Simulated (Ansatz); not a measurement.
# A hypothetical structure for Sn2As3Ru2, part 2 of 2

Starting from a made-up structure for Sn2As3Ru2, the aim is the relaxed cell, its shortest contacts and, where a second run follows, its electronic structure.

Ansatz 0.2.0; DFT, r2SCAN, plane-wave PAW, files of the set soft_1, scalar-relativistic, no spin, cell and ions relaxed at zero pressure; PAW set soft_1 (the session's first sound run).

So far: Set-up; Relaxing cell and atoms. The relaxed cell has a = 3.801, c = 33.605 Å (conventional setting).

### 3. Bands of the relaxed cell

A second self-consistent run takes a narrower smearing and the mesh shown in its input; the bands follow along the standard path of the relaxed lattice.

This step: DFT, r2SCAN, plane-wave PAW, files of the set soft_1, scalar-relativistic, no spin, bands and density of states at the relaxed cell; PAW set soft_1 (Ansatz 0.2.0).

The input, input.yaml:

```yaml
crystal:
  lattice:
    - [1.9004446642, 1.0972222384, 11.2016215892]
    - [-1.9004446642, 1.0972222384, 11.2016215892]
    - [0.0, -2.1944444769, 11.2016215892]
  atoms:
    - { symbol: Sn, position: [0.1332843526, 0.1332843526, 0.1332843526] }
    - { symbol: Sn, position: [0.8667156474, 0.8667156474, 0.8667156474] }
    - { symbol: Ru, position: [0.3033238448, 0.3033238448, 0.3033238448] }
    - { symbol: Ru, position: [0.6966761552, 0.6966761552, 0.6966761552] }
    - { symbol: As, position: [0.4075126514, 0.4075126514, 0.4075126514] }
    - { symbol: As, position: [0.5924873486, 0.5924873486, 0.5924873486] }
    - { symbol: As, position: [0.0, 0.0, 0.0] }
kpoints:
  mp_grid: { grid: [10, 10, 10] }
  band_path:
    path:
      - [[0.0, 0.0, 0.0], [0.5, 0.0, 0.0], [0.5, 0.17306307, -0.17306307]]
      - [[0.82693693, 0.5, 0.17306307], [0.5, 0.5, 0.5], [0.0, 0.0, 0.0], [0.33653154, 0.0, -0.33653154]]
      - [[0.66346846, 0.33653154, 0.0], [0.5, 0.5, 0.0], [0.66346846, 0.66346846, 0.17306307], [0.5, 0.5, 0.5]]
      - [[0.5, 0.0, 0.0], [0.82693693, 0.33653154, 0.33653154]]
    npoints: 8
scf:
  occupations: { method: fermi_dirac, width: 0.03 }
  n_extra_bands: 11
hamiltonian:
  xc: r2scan
  pseudopotentials: { kind: paw, azcp: { folder: soft_1 } }
output:
  forces: true
  stress: true
  write_bands: true
  dos: { projected: true }
  write_density: true
  write_potential: true
  elf: true
  volumetric_format: npy
```

Started as:

```console
$ ansatz run input.yaml --threads 4 --pin off --max-ram 10240MiB --backend cpu --events-out ev --progress --plain --runs-dir out
```

Numbers of over 12 decimals in the logs are rounded to 6 here.

The log of the run:

```text
[...]
Crystal: 7 atoms, lattice volume = 140.146 Å³
Basis set: ecut = 500 eV, 3479 PW (Γ), FFT grids on a1−a2, a2, −a2+a3, exchange–correlation on 120×360×120 points (64 copies of the dense FFT grid, shifted against one another)
Bands: 64, of which v1, the nominal top of the filled ones, is band 53 counted from 1 (52 counted from 0)
Symmetry: 12 space group operations
[...]
k-points: 116 of 1000
[...]
SCF iter   1: F=—  HF=-38456.676280 eV  |F-HF|=—  |Δ(HF+E_count)|=         —  Δρ=1.15e-1  dr2=1.10e2  dr2_τ=1.20e0  ethr=3.10e-3  ⟨swp⟩=6.1  Hψ=26504  notcnv=0  defer=6
[...]
SCF iter  12: F=-38452.056938 eV  HF=-38452.056938 eV  |F-HF|=2.69e-9  |Δ(HF+E_count)|=   4.68e-8  Δρ=6.19e-6  dr2=6.90e-8  dr2_τ=2.97e-9  ethr=9.52e-11  ⟨swp⟩=14.8  Hψ=59753  notcnv=0
SCF 1 converged in 12 iterations: F = -38452.056938 eV  dr2 = 6.90e-8
[...]
NSCF: frozen V_eff on 76 k-points
SCF converged after 12 iterations
Free energy (F): -38452.056938 eV
[...]
Internal energy: -38452.050887 eV  (E = F + TS)
E sigma→0 (E₀):  -38452.053913 eV
Entropy (-TS):   -0.006051 eV (-0.864 meV/atom)
Fermi energy:    13.347585 eV
[...]
--- Forces (eV/Å), atoms counted from 1 ---
  atom   1  Sn     0.00000000     0.00000000    -0.04312611
  atom   2  Sn     0.00000000    -0.00000000     0.04312611
  atom   3  Ru     0.00000000     0.00000000    -0.00763264
  atom   4  Ru     0.00000000    -0.00000000     0.00763264
  atom   5  As     0.00000000    -0.00000000     0.02896112
  atom   6  As     0.00000000     0.00000000    -0.02896112
  atom   7  As     0.00000000     0.00000000     0.00000000
  max |Σ_I F_I| component: 0.00e0 eV/Å
--- Stress (GPa, compression-positive) ---
       -0.166984      -0.000000       0.000000
       -0.000000      -0.166984      -0.000000
        0.000000      -0.000000       0.055903
  P = ⅓ Tr σ = -0.0927 GPa (-0.927 kbar)
--- Band table (eV; the first three rows and the last of 116) ---
  k-point 0: bands = [... 49 lower, 13.7845, 13.7845, 13.8772, 14.7880, 14.7880, 15.3996, 16.5049, 16.5840, ... 7 higher]
  k-point 1: bands = [... 49 lower, 13.1098, 13.5316, 13.7752, 14.6930, 14.7180, 15.0372, 16.0281, 16.0866, ... 7 higher]
  k-point 2: bands = [... 49 lower, 12.5423, 13.0141, 13.5856, 13.7892, 14.1845, 14.9446, 15.5312, 15.7547, ... 7 higher]
  k-point 115: bands = [... 49 lower, 13.7518, 13.7518, 13.8756, 14.1593, 14.8831, 14.8831, 16.3612, 16.3612, ... 7 higher]
```

It took 25 s on 4 threads of Intel Xeon 6975P-C (Granite Rapids), shared host; peak memory 1.6 GiB.

This step gave:

* free energy: -38452.0569 eV
* energy at zero smearing: -38452.0539 eV
* smearing term TS: 0.006051 eV
* Fermi energy: 13.35 eV
* pressure: -0.09269 GPa

From bands.tsv, the bands that come nearest the Fermi level along the path, at its corners, in eV from the Fermi level:

```tsv
point	band 50	band 51	band 52	band 53	band 54	band 55	band 56	band 57
Γ	0.44	0.44	0.53	1.44	1.44	2.05	3.16	3.24
L	-1.31	-1.21	-1.12	-0.50	0.18	0.75	1.31	1.39
B1	-1.67	-1.13	-0.94	-0.86	-0.49	0.08	1.46	1.71
B	-1.67	-1.13	-0.94	-0.86	-0.49	0.08	1.46	1.71
Z	0.40	0.40	0.53	0.81	1.54	1.54	3.01	3.01
Γ	0.44	0.44	0.53	1.44	1.44	2.05	3.16	3.24
X	-1.67	-1.12	-0.95	-0.82	-0.55	0.08	1.43	1.82
Q	-1.67	-1.12	-0.95	-0.82	-0.55	0.08	1.43	1.82
F	-1.39	-1.31	-1.11	-1.05	0.48	0.79	1.08	1.82
P1	-1.43	-1.12	-1.05	-1.02	0.50	0.52	1.44	1.58
Z	0.40	0.40	0.53	0.81	1.54	1.54	3.01	3.01
L	-1.31	-1.21	-1.12	-0.50	0.18	0.75	1.31	1.39
P	-1.43	-1.12	-1.05	-1.02	0.50	0.52	1.44	1.58
```

States per cell as run, both spins, in windows of 1 eV, from dos.tsv (zero at the Fermi level):

```
from  to  total
  -8  -7   0.87
  -7  -6   2.55
  -6  -5   4.55
  -5  -4   2.97
  -4  -3   5.02
  -3  -2   4.62
  -2  -1   6.18
  -1   0   4.61
   0   1   3.96
   1   2   4.00
   2   3   3.33
   3   4   3.00
   4   5   2.86
```

Below -8 eV lie 73.7 more states.

Electrostatic potential energy in the ac plane of the conventional cell at fractional y = 0.000, with atoms of Sn and Ru and As within 0.2 Å of it. With pseudopotentials it is smooth inside the atoms' cores, unlike the true potential.

Values in eV, 24 rows by 14 columns, each cell a mean:
```
  8   7   5   7  11  11  10  10  11  12  10   5   5   8
 16  16  16  15  14  12  11  10  11  13  15  16  16  16
  2   1   0   6  12  14  14  15  14  13  10   3   0   2
  4   0  -7  -1   9  13  15  15  14  12   6  -6  -4   3
 15  15  14  14  12  10   8   8   9  11  13  14  15  15
 17  17  16  15  14  13  11  11  12  13  15  16  16  17
 -1   0   4  10  13  13  12  12  13  13  12   7   2   0
-16 -15 -12  -1  10  12  12  12  12  12   7  -7 -13 -15
 13  14  14  14  13  10   8   8   9  11  13  14  14  13
 10   8   1   2  11  14  15  15  15  14   8   0   4  10
  8   8   8  11  13  13  12  12  12  13  13  10   8   8
 16  16  15  14  13  11   9   8  10  11  13  15  16  16
 16  16  15  14  12  10   8   8   9  11  13  15  16  16
  8   7   6   9  13  13  13  13  13  13  12   7   6   8
  9   8   3   4  12  14  14  14  14  13   9   2   5   9
 13  13  14  14  12  10   8   7   9  11  13  14  14  13
-19 -18 -15  -2  10  12  13  13  13  12   7 -10 -17 -18
  3   5   8  12  13  13  12  11  12  13  13  11   6   4
 17  16  16  15  14  12  11  11  11  13  14  16  16  17
 14  14  14  14  12  11   9   9  10  12  13  14  14  14
  5   0 -10  -4   8  13  15  15  14  12   4  -9  -6   3
  2   2   3   9  13  14  14  14  14  13  12   6   2   2
 16  16  16  15  14  12  10  10  11  13  15  16  16  16
  8   7   3   5  11  11  11  10  11  11   9   3   5   8
```
Columns run along a (3.8 Å; values clipped at the 3rd and 97th percentile), rows up along c (33.6 Å), edges of the conventional cell, whose origin can differ from the input's. Atoms in or near the plane, at fractional coordinates: Sn at (0.00, 0.13), Sn at (0.00, 0.87), Ru at (0.00, 0.30), Ru at (0.00, 0.70), As at (0.00, 0.41), As at (0.00, 0.59), As at (0.00, 0.00).

Valence density in the ac plane of the conventional cell at fractional y = 0.000, with atoms of Sn and Ru and As within 0.2 Å of it. It is the smooth field of the valence electrons, not physical close to the nuclei.

Values in e/Å³, 24 rows by 14 columns, each cell a mean:
```
 7  3  1  0  0  0  0  0  0  0  0  0  2  5
 0  0  0  0  0  0  0  0  0  0  0  0  0  0
 3  2  1  0  0  0  0  0  0  0  0  1  1  2
 6  4  2  1  0  0  0  0  0  0  0  1  3  5
 0  0  0  0  0  0  0  0  0  0  0  0  0  0
 0  0  0  0  0  0  0  0  0  0  0  0  0  0
 2  2  1  0  0  0  0  0  0  0  0  1  1  2
 7  5  3  1  0  0  0  0  0  0  1  1  4  6
 0  0  0  0  0  0  0  1  0  0  0  0  0  0
17  8  2  1  0  0  0  0  0  0  0  1  3 12
 1  1  0  0  0  0  0  0  0  0  0  0  1  1
 0  0  0  0  0  0  0  0  0  0  0  0  0  0
 0  0  0  0  0  0  0  0  0  0  0  0  0  0
 4  2  1  0  0  0  0  0  0  0  0  0  1  3
15  7  1  0  0  0  0  0  0  0  0  1  3 11
 0  0  0  0  0  0  1  1  0  0  0  0  0  0
 8  6  3  1  0  0  0  0  0  0  1  2  4  7
 1  1  0  0  0  0  0  0  0  0  0  0  1  1
 0  0  0  0  0  0  0  0  0  0  0  0  0  0
 0  0  0  0  0  0  0  0  0  0  0  0  0  0
 7  5  2  1  0  0  0  0  0  0  0  1  3  6
 2  1  1  0  0  0  0  0  0  0  0  0  1  1
 0  0  0  0  0  0  0  0  0  0  0  0  0  0
12  6  1  0  0  0  0  0  0  0  0  1  2  8
```
Columns run along a (3.8 Å), rows up along c (33.6 Å), edges of the conventional cell, whose origin can differ from the input's. Atoms in or near the plane, at fractional coordinates: Sn at (0.00, 0.13), Sn at (0.00, 0.87), Ru at (0.00, 0.30), Ru at (0.00, 0.70), As at (0.00, 0.41), As at (0.00, 0.59), As at (0.00, 0.00).

ELF in the ac plane of the conventional cell at fractional y = 0.000, with atoms of Sn and Ru and As within 0.2 Å of it. It is the smooth field of the valence electrons, not physical close to the nuclei.

Ten even steps from '0' (0.05) to '9' (0.60), each cell a mean:
```
55775333346765
00136899875210
23345555555432
12355433455421
33455555555443
00135677764200
65446777765445
88654555554578
33334455543333
35898522369974
78876433457887
01235555554310
11235555554311
78887433457887
45897522368974
22234566554322
98754455544689
54346788875434
00135677654200
44455555555544
01345432355420
33345666665433
01135788864210
45776433347865
```
Columns run along a (3.8 Å), rows up along c (33.6 Å), edges of the conventional cell, whose origin can differ from the input's. Atoms in or near the plane, at fractional coordinates: Sn at (0.00, 0.13), Sn at (0.00, 0.87), Ru at (0.00, 0.30), Ru at (0.00, 0.70), As at (0.00, 0.41), As at (0.00, 0.59), As at (0.00, 0.00).

### 4. Results

- space group, relaxed: R-3m
- conventional cell: a = 3.801, b = 3.801, c = 33.605 Å; α = 90.0°, β = 90.0°, γ = 120.0°
- volume per atom: 20.02 Å³ (guess 19.76)

In words: Sn2As3Ru2 relaxes to R-3m with a = 3.801, b = 3.801 and c = 33.605 Å. The guessed volume was near the relaxed one. The space group R-3m was held in the relaxation, so the end point is a stationary structure within it and may be a saddle against distortions or other arrangements. Bands cross the Fermi level, so it is a metal or semimetal at this level. The electron count is odd, which forces that without spin polarisation or a larger cell. On the 10×10×10 mesh with the narrower smearing (relaxed on 8×8×8) the largest force component is 0.043 eV/Å and the largest stress component is 0.167 GPa, against the relaxation's thresholds of 0.015 eV/Å and 0.05 GPa. The cutoff wasn't tested. No dispersion term is used, so weakly bound directions may come out too long. The runs have no spin, and magnetism wasn't tested. Nothing here tests whether the compound is stable against decomposition.

[Logs are printed without paths, hosts, clocks, repeated set-up lines and the standing remarks that a program may print on its own settings, such as how far it seeks lower states.]

[Hosts, paths, dates, database ids (printed as entryN), source tags and the programs' standing remarks are cut or masked in the printed files.]
